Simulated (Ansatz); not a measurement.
# (CaO)2(CdO)1 [001] superlattice, started as rocksalt type: phonons and vibrational spectra

The cell of (CaO)2(CdO)1 [001] superlattice, started as rocksalt type is at rest. What are its phonons?

Main program and level: Ansatz 0.2.0; DFT PBEsol, scalar-relativistic, plane waves, PAW.

The structure was built from a prototype and need not be the compound's stable phase.

## (1) The starting structure

Symmetry: I4/mmm, No. 139, tetragonal system. Conventional cell: a = 3.358 Å, b = 3.358 Å, c = 14.140 Å, α = 90.00°, β = 90.00°, γ = 90.00°. Ca has 6 O at 2.32 to 2.39 Å nearest. Nearest to Cd lie 6 O at 2.37 Å. O has 1 Cd at 2.37 Å and 5 Ca at 2.37 to 2.39 Å nearest. Nearest to O lie 2 Ca at 2.32 Å and 4 Cd at 2.37 Å. Farther neighbours and most contacts between anions are not listed.

## (2) Linear response at the zone centre

The cell comes from relaxations at this level that are not shown. The zone centre is the only wavevector solved here; it holds the modes that light can see, as far as symmetry allows. The response to a homogeneous field gives the Born charges and the dielectric tensor, and its change with displacement the Raman tensors.

File input.yaml:

```yaml
crystal:
  lattice:
    - [2.3744069779, 2.3744069779, 0.0]
    - [-2.3744069779, 2.3744069779, 0.0]
    - [2.3744069779, 0.0, 7.0701287056]
  atoms:
    - { symbol: Ca, position: [0.0028221207, -0.0028221207, -0.0056442414] }
    - { symbol: Ca, position: [0.3305112126, 0.6694887874, 0.3389775747] }
    - { symbol: Cd, position: [0.6666666667, 0.3333333333, 0.6666666667] }
    - { symbol: O, position: [0.4992665237, 0.5007334763, 0.0014669527] }
    - { symbol: O, position: [0.8340668097, 0.1659331903, 0.3318663807] }
    - { symbol: O, position: [0.1666666667, 0.8333333333, 0.6666666667] }
kpoints:
  mp_grid: { grid: [8, 8, 8] }
hamiltonian:
  xc: pbesol
scf:
  occupations: { method: fixed }
output:
  eigenvalues: true
phonons:
  method: dfpt
  dielectric: true
  rigid_motions: translations
  raman: true
```

Launch:

```console
$ ansatz run input.yaml --threads 8 --pin off --max-ram 14336MiB --backend cpu --events-out ev --progress --plain --runs-dir out
```

Numbers of over 12 decimals in the logs are rounded to 6 here.

Output:

```text
Warning: crystal.symmetry: narrowed to the stabiliser of the run's FFT grids — unitary ops 16 → 4. A phonons.method: dfpt run fills in the rows of the dynamical matrix that it does not solve by its symmetry operations, which is exact only for operations that map its FFT grids onto themselves: filled in by any other, the frequencies could depend on the order in which like atoms are typed, or, by more than the grids' own error, on where the crystal sits among the grids' points. Excluded: 12 operations. The run can therefore solve more perturbations, solve them on more k-points, or both, and cost more. [rest of the remark cut]
Engine: ansatz 0.2.0, x86_64-unknown-linux-gnu
Pseudopotentials: kind: paw
Pseudopotential: Ca, paw, valence charge 10, recommended cutoff 420 eV (normal), Ca.paw.azcp
Pseudopotential: Cd, paw, valence charge 20, recommended cutoff 420 eV (normal), Cd.paw.azcp
Pseudopotential: O, paw, valence charge 6, recommended cutoff 420 eV (normal), O.paw.azcp
Functional definition: PBEsol
  exchange = pbesol_x
  correlation = pbesol_c
Crystal: 6 atoms, lattice volume = 79.720 Å³
Basis set: ecut = 420 eV, 1555 PW (Γ), exchange–correlation on 48×48×108 points (8 copies of the dense FFT grid, shifted against one another)
Bands: 35, of which v1, the nominal top of the filled ones, is band 29 counted from 1 (28 counted from 0)
Symmetry: 16 space group operations
k-points: 260 of 512 (irreducible under 1 space group operation, time reversal used)
Non-local potential: Ca, projectors of the file, l = 0: 3, l = 1: 2, l = 2: 2
Non-local potential: Cd, projectors of the file, l = 0: 3, l = 1: 2, l = 2: 2, l = 3: 1
Non-local potential: O, projectors of the file, l = 0: 2, l = 1: 2, l = 2: 1
PAW form: soft (Blöchl's): semilocal exchange-correlation on the pseudo side does not see the compensation charge
PAW frozen core: Ca, regenerated for the run's functional, and the local potential with it (the file was generated under x = pbe(κ = 0.804, μ = 0.219515), c = pbe(β = 0.066725))
PAW frozen core: Cd, regenerated for the run's functional, and the local potential with it (the file was generated under x = pbe(κ = 0.804, μ = 0.219515), c = pbe(β = 0.066725))
PAW frozen core: O, regenerated for the run's functional, and the local potential with it (the file was generated under x = pbe(κ = 0.804, μ = 0.219515), c = pbe(β = 0.066725))
PAW one-centre angular grid: Ca, 110 points (default); XC on 64 Gauss nodes
PAW one-centre angular grid: Cd, 590 points (default); XC on 64 Gauss nodes
PAW one-centre angular grid: O, 110 points (default); XC on 64 Gauss nodes
Initial density: superposition of atomic densities (neutral atoms: chi_scale 0, normalization atom), corrected by the library's trained network
Initial wavefunctions: pseudopotential atomic-orbital guess
Functional: x = pbesol(κ = 0.804, μ = 0.123457), c = pbesol(β = 0.046)
SCF iter   1: F=—  HF=-13460.836961 eV  |F-HF|=—  |Δ(HF+E_count)|=         —  Δρ=1.50e-2  dr2=1.60e-1  ethr=1.77e-3  ⟨swp⟩=4.6  Hψ=31632  notcnv=0  defer=878
preconditioner: auto → Resta (q_TF=auto, 2.587 Å⁻¹)  ε∞=4.5  [insulator: Δε(μ)=1.451 eV  Ē_g=15.036 eV  n_scr=20 (ndim 8)  ℏωp=28.2 eV  f_vac=0.000  ε∞_Penn≈4.5]
SCF iter   2: F=—  HF=-13460.797401 eV  |F-HF|=—  |Δ(HF+E_count)|=   3.96e-2  Δρ=3.81e-3  dr2=7.59e-3  ethr=2.75e-4  ⟨swp⟩=2.0  Hψ=16044  notcnv=0  defer=1017
SCF iter   3: F=—  HF=-13460.795791 eV  |F-HF|=—  |Δ(HF+E_count)|=   1.61e-3  Δρ=1.37e-3  dr2=1.74e-3  ethr=1.31e-5  ⟨swp⟩=2.1  Hψ=13437  notcnv=0  defer=1039
SCF iter   4: F=—  HF=-13460.795508 eV  |F-HF|=—  |Δ(HF+E_count)|=   2.83e-4  Δρ=5.18e-4  dr2=2.27e-4  ethr=3.01e-6  ⟨swp⟩=3.0  Hψ=15731  notcnv=0  defer=1039
SCF iter   5: F=—  HF=-13460.795486 eV  |F-HF|=—  |Δ(HF+E_count)|=   2.19e-5  Δρ=2.38e-4  dr2=4.80e-5  ethr=3.91e-7  ⟨swp⟩=2.0  Hψ=13171  notcnv=0  defer=745
SCF iter   6: F=—  HF=-13460.795469 eV  |F-HF|=—  |Δ(HF+E_count)|=   1.77e-5  Δρ=8.47e-5  dr2=4.75e-6  ethr=8.27e-8  ⟨swp⟩=2.0  Hψ=13028  notcnv=0  defer=425
SCF iter   7: F=—  HF=-13460.795474 eV  |F-HF|=—  |Δ(HF+E_count)|=   5.14e-6  Δρ=2.16e-5  dr2=3.10e-7  ethr=8.19e-9  ⟨swp⟩=2.0  Hψ=11363  notcnv=0  defer=397
SCF iter   8: F=—  HF=-13460.795474 eV  |F-HF|=—  |Δ(HF+E_count)|=   1.65e-7  Δρ=3.37e-6  dr2=7.94e-9  ethr=5.35e-10  ⟨swp⟩=2.0  Hψ=12861  notcnv=0  defer=398
SCF iter   9: F=—  HF=-13460.795474 eV  |F-HF|=—  |Δ(HF+E_count)|=   4.03e-9  Δρ=4.47e-7  dr2=1.33e-10  ethr=1.37e-11  ⟨swp⟩=2.4  Hψ=13959  notcnv=0  defer=398
SCF iter  10: F=-13460.795474 eV  HF=-13460.795474 eV  |F-HF|=3.64e-12  |Δ(HF+E_count)|=  1.02e-10  Δρ=8.16e-8  dr2=4.69e-12  ethr=1.00e-12  ⟨swp⟩=12.9  Hψ=57469  notcnv=0
SCF 1 converged in 10 iterations: F = -13460.795474 eV  dr2 = 4.69e-12
  greatest PAW one-centre occupation: 1.000 electrons in one spin orbital (limit 2), on the Cd atom at site 2 (counted from 0), in its partial waves of l = 0
NSCF: frozen V_eff on 3 k-points
DFPT response loops at Γ: preconditioner auto → Resta (q_TF=auto, 2.587 Å⁻¹)  ε∞=6.1 (no band partly filled); β = 1.00, the filter's whole step (`scf.mixing.beta` (0.50) is not read by the response loops at its default; to damp them type it under 1.00, their step now; it binds the ground state too); Broyden in place of MSR1
[...]
Γ frequencies (cm⁻¹): 0.00 0.00 0.00 113.31 113.31 163.00 163.00 183.36 251.49 251.49 267.65 300.24 309.89 309.89 310.00 310.00 434.36 439.52
  ε∞ (high-frequency dielectric tensor):
        4.687557     0.000000     0.000000
        0.000000     4.687557     0.000000
        0.000000     0.000000     4.614523
  ε⁰ (static dielectric tensor: ions relaxed, cell fixed):
       17.478826    -0.000000     0.000000
       -0.000000    17.478826    -0.000000
        0.000000    -0.000000    16.038351
  ε⁰ − ε∞ (ionic part):
       12.791269    -0.000000     0.000000
       -0.000000    12.791269    -0.000000
        0.000000    -0.000000    11.423828
  softest optical mode at Γ: 113.31 cm⁻¹; the repairs (sum rule, projections) moved no ω² at Γ by more than (3.57 cm⁻¹)²
  Born effective charges Z* (e; rows j = field, columns β = displacement):
    site 0:
         2.34641    0.00000    0.00000
        -0.00000    2.34641    0.00000
        -0.00000   -0.00000    2.50596
    site 1:
         2.34641    0.00000    0.00000
        -0.00000    2.34641    0.00000
        -0.00000    0.00000    2.50596
    site 2:
         2.45948    0.00000    0.00000
        -0.00000    2.45948    0.00000
         0.00000    0.00000    2.23658
    site 3:
        -2.30329    0.00000   -0.00000
        -0.00000   -2.30329    0.00000
        -0.00000    0.00000   -2.53167
    site 4:
        -2.30329    0.00000    0.00000
        -0.00000   -2.30329    0.00000
         0.00000    0.00000   -2.53167
    site 5:
        -2.54571   -0.00000    0.00000
         0.00000   -2.54571    0.00000
         0.00000    0.00000   -2.18516
  Z* charge neutrality: 7.085e-3 e pre-enforcement
  solved inside a basis spanned on kpoints, on 10×10×8 k-points transformed towards the longest dipole: ε∞ is read to err by 1.4e-2, Z* by 2.3e-2 e (field_mesh: kpoints solves on kpoints); Z* is corrected for what the basis lacks
  Raman tensors (in the event stream and the table raman_tensors.tsv): an entry may err by 5.2e-2 Å², one of the second-order susceptibility by 5.7e-19 pm/V (basis, points and sum rule); their sum over the sites missed zero by 2.220e-16 Å² ahead of its enforcement
  optical modes at Γ without the LO–TO term, one row a degenerate level:
      ω (cm⁻¹)  modes    IR ((D/Å)²/amu)  static Raman (Å⁴/amu)  depolarisation
        113.31      2             0.3379                 0.0000               —
        163.00      2             0.0000                 2.0891           0.750
        183.36      1             3.0322                 0.0000               —
        251.49      2            48.6059                 0.0000               —
        267.65      1             0.0000                11.3010           0.002
        300.24      1            30.1583                 0.0000               —
        309.89      2             0.0000                 3.5289           0.750
        310.00      2            15.5072                 0.0000               —
        434.36      1             0.0000               132.4706           0.036
        439.52      1             0.4363                 0.0000               —
  optical modes at Γ + LO–TO along q̂ = [1.0000, 0.0000, 0.0000]:
      ω (cm⁻¹)  modes    IR ((D/Å)²/amu)  static Raman (Å⁴/amu)  depolarisation
        113.31      1             0.1689                 0.0000               —
        114.30      1             0.0091                 0.0000               —
        163.00      2             0.0000                 2.0891           0.750
        183.36      1             3.0322                 0.0000               —
        251.49      1            24.3030                 0.0000               —
        267.65      1             0.0000                11.3010           0.002
        294.94      1             0.2249                 0.0000               —
        300.24      1            30.1583                 0.0000               —
        309.89      2             0.0000                 3.5289           0.750
        310.00      1             7.7536                 0.0000               —
        434.36      1             0.0000               132.4706           0.036
        439.52      1             0.4363                 0.0000               —
        506.03      1            31.9914                 0.0000               —
  optical modes at Γ + LO–TO along q̂ = [0.0000, 1.0000, 0.0000]:
      ω (cm⁻¹)  modes    IR ((D/Å)²/amu)  static Raman (Å⁴/amu)  depolarisation
        113.31      1             0.1689                 0.0000               —
        114.30      1             0.0091                 0.0000               —
        163.00      2             0.0000                 2.0891           0.750
        183.36      1             3.0322                 0.0000               —
        251.49      1            24.3030                 0.0000               —
        267.65      1             0.0000                11.3010           0.002
        294.94      1             0.2249                 0.0000               —
        300.24      1            30.1583                 0.0000               —
        309.89      2             0.0000                 3.5289           0.750
        310.00      1             7.7536                 0.0000               —
        434.36      1             0.0000               132.4706           0.036
        439.52      1             0.4363                 0.0000               —
        506.03      1            31.9914                 0.0000               —
  optical modes at Γ + LO–TO along q̂ = [0.0000, 0.0000, 1.0000]:
      ω (cm⁻¹)  modes    IR ((D/Å)²/amu)  static Raman (Å⁴/amu)  depolarisation
        113.31      2             0.3379                 0.0000               —
        163.00      2             0.0000                 2.0891           0.750
        194.08      1             0.1514                 0.0000               —
        251.49      2            48.6059                 0.0000               —
        267.65      1             0.0000                11.3010           0.002
        309.89      2             0.0000                 3.5289           0.750
        310.00      2            15.5072                 0.0000               —
        434.36      1             0.0000               132.4706           0.036
        436.16      1             0.5563                 0.0000               —
        532.93      1            32.9191                 0.0000               —
[key lines of the parts left out:]
SCF converged after 10 iterations
Free energy (F): -13460.795474 eV
Fermi energy:    9.584337 eV
```

Wall time 7 min (8 threads of Intel Xeon 6975P-C (Granite Rapids), shared host); peak memory 4.2 GiB; 46 min of CPU time.

The column dr2 measures how far the density is from self-consistency, as an energy; F and HF (Harris–Foulkes) agree once it is small.

This step gave:

| Item | Value |
| --- | --- |
| gap on the k-mesh | 1.632 eV |
| volume per atom | 13.29 Å³ |
| sum-rule residual before enforcement | 8.01e-5 eV/Å² |
| miss of the charge sum rule | 0.007085 e |
| estimated error of the dielectric tensor | 0.01444 |
| estimated error of the Born charges | 0.02263 e |
| point group | 4/mmm |
| highest optical mode at the zone centre (no LO-TO term) | 439.5 cm⁻¹ |
| lowest optical zone-centre mode | 113.3 cm⁻¹ |
| mean high-frequency dielectric constant | 4.663 |
| largest Born charge (third of the trace) | -2.426 e |
| mean static dielectric constant | 17.00 |
| top of the zone-centre spectrum with the field | 532.9 cm⁻¹ |

Without the LO-TO term. Patterns of degenerate modes are one choice out of their space. Modes at Γ, with each element's share of the kinetic energy:

| mode | frequency (cm⁻¹) | symmetry | Ca % | Cd % | O % |
| --- | --- | --- | --- | --- | --- |
| 1 | 0.0 | acoustic | 33 | 47 | 20 |
| 2 | 0.0 | acoustic | 33 | 47 | 20 |
| 3 | 0.0 | acoustic | 33 | 47 | 20 |
| 4 | 113.3 | Eu | 39 | 49 | 12 |
| 5 | 113.3 | Eu | 39 | 49 | 12 |
| 6 | 163.0 | Eg | 82 | 0 | 18 |
| 7 | 163.0 | Eg | 82 | 0 | 18 |
| 8 | 183.4 | A2u | 25 | 53 | 22 |
| 9 | 251.5 | Eu | 11 | 4 | 84 |
| 10 | 251.5 | Eu | 11 | 4 | 84 |
| 11 | 267.6 | A1g | 83 | 0 | 17 |
| 12 | 300.2 | A2u | 41 | 0 | 59 |
| 13 | 309.9 | Eg | 18 | 0 | 82 |
| 14 | 309.9 | Eg | 18 | 0 | 82 |
| 15 | 310.0 | Eu | 16 | 0 | 83 |
| 16 | 310.0 | Eu | 16 | 0 | 83 |
| 17 | 434.4 | A1g | 17 | 0 | 83 |
| 18 | 439.5 | A2u | 0 | 0 | 99 |

Displacements in mode 5 (113.3 cm⁻¹), the largest set to 1:
```
Ca1  0.13 -1.00  0.00
Ca2  0.13 -1.00  0.00
Cd3 -0.12  0.94  0.00
O4   0.11 -0.87  0.00
O5   0.11 -0.87  0.00
O6  -0.02  0.16  0.00
```

Displacements in mode 10 (251.5 cm⁻¹), the largest set to 1:
```
Ca1  0.00 -0.17  0.00
Ca2  0.00 -0.17  0.00
Cd3  0.00 -0.09  0.00
O4  -0.01  0.25  0.00
O5  -0.01  0.25  0.00
O6  -0.02  1.00  0.00
```

Optical modes at the zone centre, without and with the macroscopic field of the longitudinal modes; each column is sorted by frequency, so a row need not hold one and the same mode. Modes with and without the field, by row:

| rank among optical modes | no field (cm⁻¹) | q along (1, 0, 0) (cm⁻¹) | q along (0, 0, 1) (cm⁻¹) |
| --- | --- | --- | --- |
| 1 | 113.3 | 113.3 | 113.3 |
| 2 | 113.3 | 114.3 | 113.3 |
| 3 | 163 | 163 | 163 |
| 4 | 163 | 163 | 163 |
| 5 | 183.4 | 183.4 | 194.1 |
| 6 | 251.5 | 251.5 | 251.5 |
| 7 | 251.5 | 267.6 | 251.5 |
| 8 | 267.6 | 294.9 | 267.6 |
| 9 | 300.2 | 300.2 | 309.9 |
| 10 | 309.9 | 309.9 | 309.9 |
| 11 | 309.9 | 309.9 | 310 |
| 12 | 310 | 310 | 310 |
| 13 | 310 | 434.4 | 434.4 |
| 14 | 434.4 | 439.5 | 436.2 |
| 15 | 439.5 | 506 | 532.9 |

Born charge (rows field, columns displacement) (e), principal values of the symmetric part by kind of site:

| atom | atoms with these values | low | middle | high | mean |
| --- | --- | --- | --- | --- | --- |
| Ca1 | 2 | 2.35 | 2.35 | 2.51 | 2.40 |
| Cd3 | 1 | 2.24 | 2.46 | 2.46 | 2.39 |
| O4 | 2 | -2.53 | -2.30 | -2.30 | -2.38 |
| O6 | 1 | -2.55 | -2.55 | -2.19 | -2.43 |

In full for O4:

```
-2.30  0.00  0.00
 0.00 -2.30  0.00
 0.00  0.00 -2.53
```

High-frequency dielectric tensor:

```
4.69 0.00 0.00
0.00 4.69 0.00
0.00 0.00 4.61
```

Static dielectric tensor (ions relaxed, fixed cell):

```
17.48  0.00  0.00
 0.00 17.48  0.00
 0.00  0.00 16.04
```

Transverse modes. Lines of the infrared spectrum (strongest = 100):

| position (cm⁻¹) | lines merged | relative intensity |
| --- | --- | --- |
| 113 | 1 | 0.7 |
| 163 | 1 | 0.0 |
| 183 | 1 | 6.2 |
| 252 | 1 | 100 |
| 268 | 1 | 0.0 |
| 300 | 1 | 62 |
| 310 | 2 | 32 |
| 434 | 1 | 0.0 |
| 440 | 1 | 0.9 |

Activity x (w_L - w)^4 (n + 1)/w, 532 nm, 300 K; the tensors are static ones, while 532 nm light lies above the computed direct gap, where resonance would change the heights; modes without the macroscopic field alone. Raman lines, with heights relative to the strongest:

| position (cm⁻¹) | lines merged | relative intensity |
| --- | --- | --- |
| 113 | 1 | 0.0 |
| 163 | 1 | 7.2 |
| 183 | 1 | 0.0 |
| 252 | 1 | 0.0 |
| 268 | 1 | 17 |
| 300 | 1 | 0.0 |
| 310 | 2 | 4.3 |
| 434 | 1 | 100 |
| 440 | 1 | 0.0 |

Before it was imposed, the acoustic sum rule was missed by 8.0e-5 eV/Å² and the charge sum rule by 0.0071 e. Small misses are needed for a sound result but don't prove that mesh and cutoff are converged. The lowest optical mode is real, 113 cm⁻¹.

## (3) Isotope substitution, element Ca, natural mass 40.078 amu

An isotope changes the mass and not the force constants, so no new electronic calculation is needed; the shifts show which modes move this element.

The same force constants with the mass of Ca changed from 40.078 to 47.953 u (phonopy, no LO-TO term). Both lists are sorted by frequency; levels can cross, so a row need not hold one and the same mode. Modes under 3 cm⁻¹ are left out. Isotope shifts, by row:

| q | rank | natural mass (cm⁻¹) | changed mass (cm⁻¹) |
| --- | --- | --- | --- |
| 0 0 0 | 4 | 113.3 | 109.4 |
| 0 0 0 | 5 | 113.3 | 109.4 |
| 0 0 0 | 6 | 163 | 151.2 |
| 0 0 0 | 7 | 163 | 151.2 |
| 0 0 0 | 8 | 183.4 | 179.1 |
| 0 0 0 | 9 | 251.5 | 247.8 |
| 0 0 0 | 10 | 251.5 | 249 |
| 0 0 0 | 11 | 267.6 | 249 |
| 0 0 0 | 12 | 300.2 | 290.2 |
| 0 0 0 | 13 | 309.9 | 305.5 |
| 0 0 0 | 14 | 309.9 | 305.5 |
| 0 0 0 | 15 | 310 | 306.1 |
| 0 0 0 | 16 | 310 | 306.1 |
| 0 0 0 | 17 | 434.4 | 428.9 |
| 0 0 0 | 18 | 439.5 | 439.4 |

A mode of this element alone would shift by -8.58 %. The highest zone-centre frequency without the field goes from 439.5 to 439.4 cm⁻¹ (-0.0 %). The product of the frequency ratios over all optical modes at Γ is 0.642; the product rule, (m/m′)^(3k/2) (M′/M)^(3/2) with k = 2 such atoms and M the mass of the cell, gives 0.642.

## (4) Isotope substitution, element Cd, natural mass 112.414 amu

The same for Cd, from 112.41 to 115.90 u.

A mode of this element alone would shift by -1.52 %. The highest zone-centre frequency without the field goes from 439.5 to 439.5 cm⁻¹ (-0.0 %). The product of the frequency ratios over all optical modes at Γ is 0.976; the product rule, (m/m′)^(3k/2) (M′/M)^(3/2) with k = 1 such atoms and M the mass of the cell, gives 0.976.

## (5) Another isotope, element O, natural mass 15.999 amu

The same for O, from 16.00 to 18.00 u.

A mode of this element alone would shift by -5.72 %. The highest zone-centre frequency without the field goes from 439.5 to 414.5 cm⁻¹ (-5.7 %). The product of the frequency ratios over all optical modes at Γ is 0.611; the product rule, (m/m′)^(3k/2) (M′/M)^(3/2) with k = 3 such atoms and M the mass of the cell, gives 0.611.

## (6) Summary of results

- space group (within 0.01 Å): I4/mmm
- volume per atom: 13.3 Å³
- gap on the k-mesh: 1.63 eV
- highest optical mode at the zone centre (no LO-TO term): 440 cm⁻¹
- top of the zone-centre spectrum with the field: 533 cm⁻¹
- lowest optical zone-centre mode: 113 cm⁻¹
- mean high-frequency dielectric constant: 4.66
- mean static dielectric constant: 17.0
- largest Born charge (third of the trace): -2.43 e
- imaginary modes at Γ (the only wavevector solved): none

The structure is stable against zone-centre distortions, since no mode there is imaginary; other wavevectors were not solved, so zone-boundary instabilities are untested. Without the field, the optical modes at Γ span 113 to 440 cm⁻¹. No dispersion was computed. The highest mode in this list at Γ, 439.5 cm⁻¹, is mostly motion of O (99 % of the kinetic energy). With the macroscopic field of the longitudinal modes the top of the zone-centre spectrum lies at 533 cm⁻¹, against 440 cm⁻¹ without it. Lattice motion raises the mean dielectric constant from 4.663 to 17.00. The strongest infrared line is at 252 cm⁻¹. Averaged over orientations, the strongest Raman line at 532 nm and 300 K is at 434 cm⁻¹. The tensors are the static, non-resonant ones, while 532 nm light (2.33 eV) lies above the computed gap. The starting cell was built on a prototype and not taken from a measurement, so the phase need not exist. These are harmonic frequencies at zero temperature: anharmonic shifts, linewidths and thermal expansion are left out.

[Logs are printed without paths, hosts, clocks, repeated set-up lines and the standing remarks that a program may print on its own settings, such as how far it seeks lower states.]

[Hosts, paths, dates, database ids (printed as entryN), source tags and the programs' standing remarks are cut or masked in the printed files.]
